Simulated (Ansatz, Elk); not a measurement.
**Bonding as seen by X-rays: LiMgIO**

Structure refinements treat a crystal as free atoms side by side. For a made-up structure of LiMgIO (cell and positions from a PBE relaxation) the runs below show what the calculated density changes in F(hkl).

Calculated with Elk 11.2.3 (patched build); DFT, PBE, all-electron APW+lo, Dirac cores, scalar-relativistic bands, static density, no spin.

The structure was built from a prototype and need not be the compound's stable phase.

## Step 1: The structure

The structure is tetragonal, space group P4/mmm (No. 123). Conventional cell: a = 3.512 Å, b = 3.512 Å, c = 5.838 Å, α = 90.00°, β = 90.00°, γ = 90.00°. Nearest to I lie 4 Li at 2.48 Å and 2 Mg at 2.92 Å. Nearest to Mg lie 4 O at 2.48 Å and 2 I at 2.92 Å. Nearest to O lie 4 Mg at 2.48 Å. Nearest to Li lie 4 I at 2.48 Å. Farther neighbours and most contacts between anions are not listed.

Structure file:

```cif
data_structure
_symmetry_space_group_name_H-M 'P 1'
_symmetry_Int_Tables_number 1
_cell_length_a 3.5123
_cell_length_b 3.5123
_cell_length_c 5.8378
_cell_angle_alpha 90.000
_cell_angle_beta 90.000
_cell_angle_gamma 90.000
_cell_volume 72.02
loop_
_atom_site_label
_atom_site_type_symbol
_atom_site_fract_x
_atom_site_fract_y
_atom_site_fract_z
_atom_site_occupancy
I1 I 0.00000 0.00000 0.50000 1
Mg2 Mg 0.00000 0.00000 0.00000 1
O3 O 0.50000 0.50000 0.00000 1
Li4 Li 0.50000 0.50000 0.50000 1
```

## Step 2: Ground state and structure factors

An all-electron density is needed, since X-rays see the cores too. Task 0 finds the density and task 195 Fourier-transforms it; tshift is off so that phases refer to the origin typed.

File elk.in:

```
tasks
  0
  195

xctype
  20

spinpol
  .false.

rgkmax
  7.0

gmaxvr
  14.0

lmaxo
  7

lmaxapw
  8

swidth
  0.002

tshift
  .false.

ramdisk
  .false.

hmaxvr
  5.5

maxscl
  120

epspot
  1e-06

sppath
  './'

avec
  6.63726033156 -0.00000000000 0.00000000000
  -0.00000000000 6.63726033156 0.00000000000
  0.00000000000 0.00000000000 11.03186506902

atoms
  4
  'I.in'
  1
  -0.0000000000 0.0000000000 0.5000000000   0.000000 0.000000 0.000000
  'Mg.in'
  1
  -0.0000000000 -0.0000000000 0.0000000000   0.000000 0.000000 0.000000
  'O.in'
  1
  0.5000000000 0.5000000000 0.0000000000   0.000000 0.000000 0.000000
  'Li.in'
  1
  0.5000000000 0.5000000000 0.5000000000   0.000000 0.000000 0.000000

ngridk
  6 6 4
```

Command:

```console
$ OMP_NUM_THREADS=4 elk
```

Numbers of over 12 decimals in the logs are rounded to 6 here.

Output:

```text
┌─────────────────────────┐
│ Elk code version 11.2.3 │
└─────────────────────────┘

All units are atomic (Hartree, Bohr, etc.)

┌─────────────────────────────────────────────────┐
│ Ground-state run starting from atomic densities │
└─────────────────────────────────────────────────┘

Lattice vectors :
   6.637260332      -0.000000000       0.000000000
  -0.000000000       6.637260332       0.000000000
   0.000000000       0.000000000       11.03186507

Reciprocal lattice vectors :
  0.9466534373       0.000000000      -0.000000000
   0.000000000      0.9466534373      -0.000000000
  -0.000000000      -0.000000000      0.5695487814

Unit cell volume      :    485.9892308
Brillouin zone volume :   0.5104026956

Muffin-tin inner radius fraction :   0.1000000000E-01

Nuclei treated as point charges

Species : 1 (I)
 parameters loaded from : I.in
 name : iodine
 nuclear charge    :   -53.00000000
 electronic charge :    53.00000000
 atomic mass :    231332.6972
 muffin-tin radius :    2.600000000
 number of radial points in muffin-tin :   1193
 inner part over the whole radius :   0.9964907323E-02
 number on inner part of muffin-tin    :    851
 approximate nuclear radius :   0.9002358621E-04
 number of mesh points to nuclear radius :    431
 atomic positions (lattice), magnetic fields (Cartesian) :
  1 :   0.00000000  0.00000000  0.50000000    0.00000000  0.00000000  0.00000000

Species : 2 (Mg)
 parameters loaded from : Mg.in
 name : magnesium
 nuclear charge    :   -12.00000000
 electronic charge :    12.00000000
 atomic mass :    44305.30466
 muffin-tin radius :    2.200000000
 number of radial points in muffin-tin :    793
 inner part over the whole radius :   0.9941530515E-02
 number on inner part of muffin-tin    :    552
 approximate nuclear radius :   0.5710277704E-04
 number of mesh points to nuclear radius :    241
 atomic positions (lattice), magnetic fields (Cartesian) :
  1 :   0.00000000  0.00000000  0.00000000    0.00000000  0.00000000  0.00000000

Species : 3 (O)
 parameters loaded from : O.in
 name : oxygen
 nuclear charge    :   -8.000000000
 electronic charge :    8.000000000
 atomic mass :    29165.12205
 muffin-tin radius :    1.800000000
 number of radial points in muffin-tin :    593
 inner part over the whole radius :   0.9958443124E-02
 number on inner part of muffin-tin    :    408
 approximate nuclear radius :   0.5115538663E-04
 number of mesh points to nuclear radius :    173
 atomic positions (lattice), magnetic fields (Cartesian) :
  1 :   0.50000000  0.50000000  0.00000000    0.00000000  0.00000000  0.00000000

Species : 4 (Li)
 parameters loaded from : Li.in
 name : lithium
 nuclear charge    :   -3.000000000
 electronic charge :    3.000000000
 atomic mass :    12652.66898
 muffin-tin radius :    1.800000000
 number of radial points in muffin-tin :    593
 inner part over the whole radius :   0.9806707936E-02
 number on inner part of muffin-tin    :    401
 approximate nuclear radius :   0.4000070961E-04
 number of mesh points to nuclear radius :    148
 atomic positions (lattice), magnetic fields (Cartesian) :
  1 :   0.50000000  0.50000000  0.50000000    0.00000000  0.00000000  0.00000000

Total number of atoms per unit cell :    4
Total muffin-tin volume :    167.0824637
 ratio of muffin-tin to unit cell volume :   0.3437986957

Spin treatment :
 spin-unpolarised

Number of Bravais lattice symmetries :   16
Number of crystal symmetries         :   16
Crystal has inversion symmetry
Real symmetric eigensolver will be used

k-point grid :      6     6     4
k-point offset :    0.000000000       0.000000000       0.000000000
k-point set is reduced with full crystal symmetry group
Total number of k-points :       30

Muffin-tin radius times maximum |G+k| :    7.000000000
 using average radius
Maximum |G+k| for APW functions       :    3.333333333
Maximum (1/2)|G+k|²                   :    5.555555556
Maximum |G| for potential and density :    14.00000000
Constant for pseudocharge density :    9
[...]
from k-point 24 to k-point 1
Estimated direct band gap   :   0.9023800170E-01
 at k-point 1

Charges :
 core                        :    40.00000000
 valence                     :    36.00000000
 interstitial                :    4.379034312
 muffin-tins (core leakage)
  species : 1 (I)
   atom 1                    :    51.03097122     (  0.2076388843E-03)
  species : 2 (Mg)
   atom 1                    :    10.20729692     ( -0.9828259007E-07)
  species : 3 (O)
   atom 1                    :    8.168861912     ( -0.2730183279E-06)
  species : 4 (Li)
   atom 1                    :    2.213835635     (   0.000000000    )
 total in muffin-tins        :    71.62096569
 total calculated charge     :    75.99963410
 total charge                :    76.00000000
 error                       :   0.3659033301E-03

RMS change in Kohn-Sham potential (target) :    6.072403306     (  0.1000000000E-05)
Absolute change in total energy (target)   :    1.715109581     (  0.1000000000E-03)

[... loops 3 to 16 left out ...]

┌──────────────────┐
│ Loop number : 17 │
└──────────────────┘

Energies :
 Fermi                       :     0.157264
 sum of occupied eigenvalues :     -4485.0831259919
 electron kinetic            :      7828.6481015929
 core electron kinetic       :      7548.9138381077
 Coulomb                     :     -15022.320878138
 Coulomb potential           :     -12041.881653342
 nuclear-nuclear             :     -632.40809325407
 electron-nuclear            :     -16747.603662410
 Hartree                     :      2357.6908775259
 Madelung                    :     -9001.3800514675
 xc potential                :     -271.84957424303
 exchange                    :     -204.91820594299
 correlation                 :     -3.670586
 electron entropic           :    -0.10979270275046E-07
 total energy                :     -7402.2615684397

Density of states at Fermi energy :   0.2100510272E-03
 (states/Hartree/unit cell)

Estimated indirect band gap :   0.4544613537E-01
 from k-point 1 to k-point 1
Estimated direct band gap   :   0.4544613537E-01
 at k-point 1

Charges :
 core                        :    40.00000000
 valence                     :    36.00000000
 interstitial                :    4.799664698
 muffin-tins (core leakage)
  species : 1 (I)
[...]
species : 2 (Mg)
[...]
species : 3 (O)
[...]
species : 4 (Li)
   atom 1                    :    2.207411525     (   0.000000000    )
 total in muffin-tins        :    71.20033530
 total calculated charge     :    75.99963288
 total charge                :    76.00000000
 error                       :   0.3671223486E-03

RMS change in Kohn-Sham potential (target) :   0.6153805713E-06 (  0.1000000000E-05)
Absolute change in total energy (target)   :   0.1326220990E-04 (  0.1000000000E-03)

Convergence targets achieved

┌──────────────────┐
│ Loop number : 18 │
└──────────────────┘

Energies :
 Fermi                       :     0.157264
 sum of occupied eigenvalues :     -4485.0831247329
 electron kinetic            :      7828.6480997490
 core electron kinetic       :      7548.9138376902
 Coulomb                     :     -15022.320876463
 Coulomb potential           :     -12041.881650721
 nuclear-nuclear             :     -632.40809325407
 electron-nuclear            :     -16747.603661406
 Hartree                     :      2357.6908781967
 Madelung                    :     -9001.3800511030
 xc potential                :     -271.84957376085
 exchange                    :     -204.91820544935
 correlation                 :     -3.670586
 electron entropic           :    -0.10979481492508E-07
 total energy                :     -7402.2615681244

Density of states at Fermi energy :   0.2100554055E-03
 (states/Hartree/unit cell)

Estimated indirect band gap :   0.4544605128E-01
 from k-point 1 to k-point 1
Estimated direct band gap   :   0.4544605128E-01
 at k-point 1

Charges :
 core                        :    40.00000000
 valence                     :    36.00000000
 interstitial                :    4.799665294
 muffin-tins (core leakage)
  species : 1 (I)
   atom 1                    :    51.18398686     (  0.2052844722E-03)
  species : 2 (Mg)
   atom 1                    :    10.32294378     ( -0.9828259051E-07)
  species : 3 (O)
   atom 1                    :    7.485992532     ( -0.2727430850E-06)
  species : 4 (Li)
   atom 1                    :    2.207411537     (   0.000000000    )
 total in muffin-tins        :    71.20033471
 total calculated charge     :    75.99963288
 total charge                :    76.00000000
 error                       :   0.3671223450E-03

┌──────────────────────────────┐
│ Self-consistent loop stopped │
└──────────────────────────────┘

Warning : core states of species 1 leak from the muffin-tin :   0.2052844722E-03

Wrote STATE.OUT
```

Run time: 24 s. Hardware: 4 threads of Arm Neoverse V1, shared host; peak memory 0.16 GiB; 61 s of CPU time.

SFACRHO.OUT:

```text

h k l indices transformed by vhmat matrix:
   1.000000000       0.000000000       0.000000000    
   0.000000000       1.000000000       0.000000000    
   0.000000000       0.000000000       1.000000000    

      h      k      l  multipl.   |H|            Re(F)            Im(F)           |F|

      0      0      0      1   0.0000000       76.000000      0.49090004E-17   76.000000    
      0      0      1      2  0.56954878      -34.104720      0.59820222E-14   34.104720    
      0     -1      0      4  0.94665344       46.875488     -0.98557515E-15   46.875488    
      0      1      1      8   1.1047799      -40.178757      0.54987228E-14   40.178757    
      0      0      2      2   1.1390976       61.780495     -0.11318882E-13   61.780495    
     -1     -1      0      4   1.3387701       58.496491      0.15823761E-14   58.496491    
     -1      1      1      8   1.4548853      -28.963469      0.49354017E-14   28.963469    
      1      0     -2      8   1.4811131       42.282550      0.10316627E-13   42.282550    
      0      0     -3      2   1.7086463      -27.900990     -0.15107372E-13   27.900990    
     -1      1     -2      8   1.7577966       52.560210      0.95631942E-14   52.560210    
      0      2      0      4   1.8933069       50.797094     -0.14859926E-14   50.797094    
      0      1     -3      8   1.9533625      -32.042360     -0.12888767E-13   32.042360    
      0      2     -1      8   1.9771183      -26.650482     -0.53226589E-14   26.650482    
     -2     -1      0      8   2.1167814       37.706844     -0.20048268E-14   37.706844    
     -1      1      3      8   2.1706630      -25.951382      0.13389692E-13   25.951382    
     -1     -2      1     16   2.1920651      -30.363280      0.32771458E-14   30.363280    
      0     -2     -2      8   2.2095597       47.113755      0.10269288E-13   47.113755    
      0      0      4      2   2.2781951       46.547163     -0.17600303E-13   46.547163
```

Elk indexes on the primitive cell of elk.in and gives |H| = 4π sin θ/λ in inverse bohr. Below, one row stands for each form hkl of the conventional cell (m members, Friedel mates merged), F is for one primitive cell and the density is static (no thermal factor). Free-atom factors are Waasmaier and Kirfel's, and R is Σm||F|−|F'||/Σm|F|.

| hkl | m | sin θ/λ (Å⁻¹) | abs F, DFT | neutral atoms | diff. | ions | diff. |
| --- | --- | --- | --- | --- | --- | --- | --- |
| 001 | 2 | 0.086 | 34.105 | 34.178 | -0.073 | 33.762 | +0.342 |
| 100 | 4 | 0.142 | 46.876 | 47.336 | -0.461 | 46.296 | +0.579 |
| 101 | 8 | 0.166 | 40.179 | 39.712 | +0.467 | 40.396 | -0.217 |
| 002 | 2 | 0.171 | 61.781 | 61.328 | +0.452 | 61.725 | +0.055 |
| 110 | 4 | 0.201 | 58.496 | 58.312 | +0.185 | 58.603 | -0.106 |
| 111 | 8 | 0.219 | 28.963 | 29.068 | -0.105 | 28.749 | +0.215 |
| 102 | 8 | 0.223 | 42.283 | 42.420 | -0.138 | 42.186 | +0.097 |
| 003 | 2 | 0.257 | 27.901 | 27.860 | +0.041 | 27.684 | +0.217 |
| 112 | 8 | 0.264 | 52.560 | 52.612 | -0.052 | 52.708 | -0.148 |
| 200 | 4 | 0.285 | 50.797 | 50.934 | -0.137 | 50.984 | -0.187 |
| 103 | 8 | 0.294 | 32.042 | 32.113 | -0.070 | 31.977 | +0.065 |
| 201 | 8 | 0.297 | 26.651 | 26.724 | -0.074 | 26.663 | -0.013 |
| 210 | 8 | 0.318 | 37.707 | 37.665 | +0.042 | 37.749 | -0.042 |
| 113 | 8 | 0.326 | 25.951 | 25.967 | -0.015 | 25.963 | -0.011 |
| 211 | 16 | 0.330 | 30.363 | 30.439 | -0.076 | 30.308 | +0.055 |
| 202 | 8 | 0.332 | 47.114 | 47.272 | -0.158 | 47.251 | -0.137 |
| 004 | 2 | 0.343 | 46.547 | 46.518 | +0.029 | 46.488 | +0.059 |
| 212 | 16 | 0.361 | 35.715 | 35.708 | +0.007 | 35.813 | -0.098 |
| 104 | 8 | 0.371 | 35.326 | 35.284 | +0.042 | 35.389 | -0.062 |
| 203 | 8 | 0.384 | 24.544 | 24.552 | -0.008 | 24.607 | -0.063 |
| 114 | 8 | 0.397 | 42.659 | 42.730 | -0.070 | 42.673 | -0.014 |
| 220 | 4 | 0.403 | 42.365 | 42.382 | -0.017 | 42.325 | +0.040 |

The ions are Li+, Mg2+, I− and O2−, by formal charge.

## Step 3: The highest occupied states alone

An energy window below the Fermi level keeps the highest occupied states, to see at which angles they scatter; shallow core shells can lie inside it and anion s states outside. No new self-consistency is needed.

elk.in, as its differences from that of step 2:

```diff
@@ -1,3 +1,2 @@
 tasks
-  0
   195
@@ -40,2 +39,5 @@
 
+wsfac
+  -0.210230 0.457260
+
 sppath
```

Command:

```console
$ OMP_NUM_THREADS=4 elk
```

Output:

```text
┌─────────────────────────────────┐
│ Elk code version 11.2.3 started │
└─────────────────────────────────┘

Info(readinput): the functional depends on the density's gradient
 muffin-tin radial points multiplied by    2.00000
 (not where nrmtscf is given)

┌────────────────────┐
│ Current task : 195 │
└────────────────────┘

Info(sfacrho): density structure factors written to SFACRHO.OUT

 Energy window :  -0.2102300000      0.4572600000

┌──────────────────┐
│ Elk code stopped │
└──────────────────┘
```

The job ended after 8.9 s (4 threads; peak memory 0.16 GiB).

States within 10 eV below the Fermi level hold 12.00 electrons; any levels below the window count with the cores. Their amplitudes can exceed the total, where window and core parts have opposite phase:

| hkl | sin θ/λ (Å⁻¹) | abs F, window | abs F, all |
| --- | --- | --- | --- |
| 001 | 0.086 | 0.916 | 34.105 |
| 100 | 0.142 | 1.564 | 46.876 |
| 101 | 0.166 | 4.284 | 40.179 |
| 002 | 0.171 | 4.352 | 61.781 |
| 110 | 0.201 | 3.117 | 58.496 |
| 111 | 0.219 | 2.088 | 28.963 |
| 102 | 0.223 | 2.141 | 42.283 |
| 003 | 0.257 | 1.857 | 27.901 |
| 112 | 0.264 | 1.597 | 52.560 |
| 200 | 0.285 | 1.282 | 50.797 |

[end of part 1 of 2]

[Logs are printed without paths, hosts, clocks, repeated set-up lines and the standing remarks that a program may print on its own settings, such as how far it seeks lower states.]

[Hosts, paths, dates, database ids (printed as entryN), source tags and the programs' standing remarks are cut or masked in the printed files.]
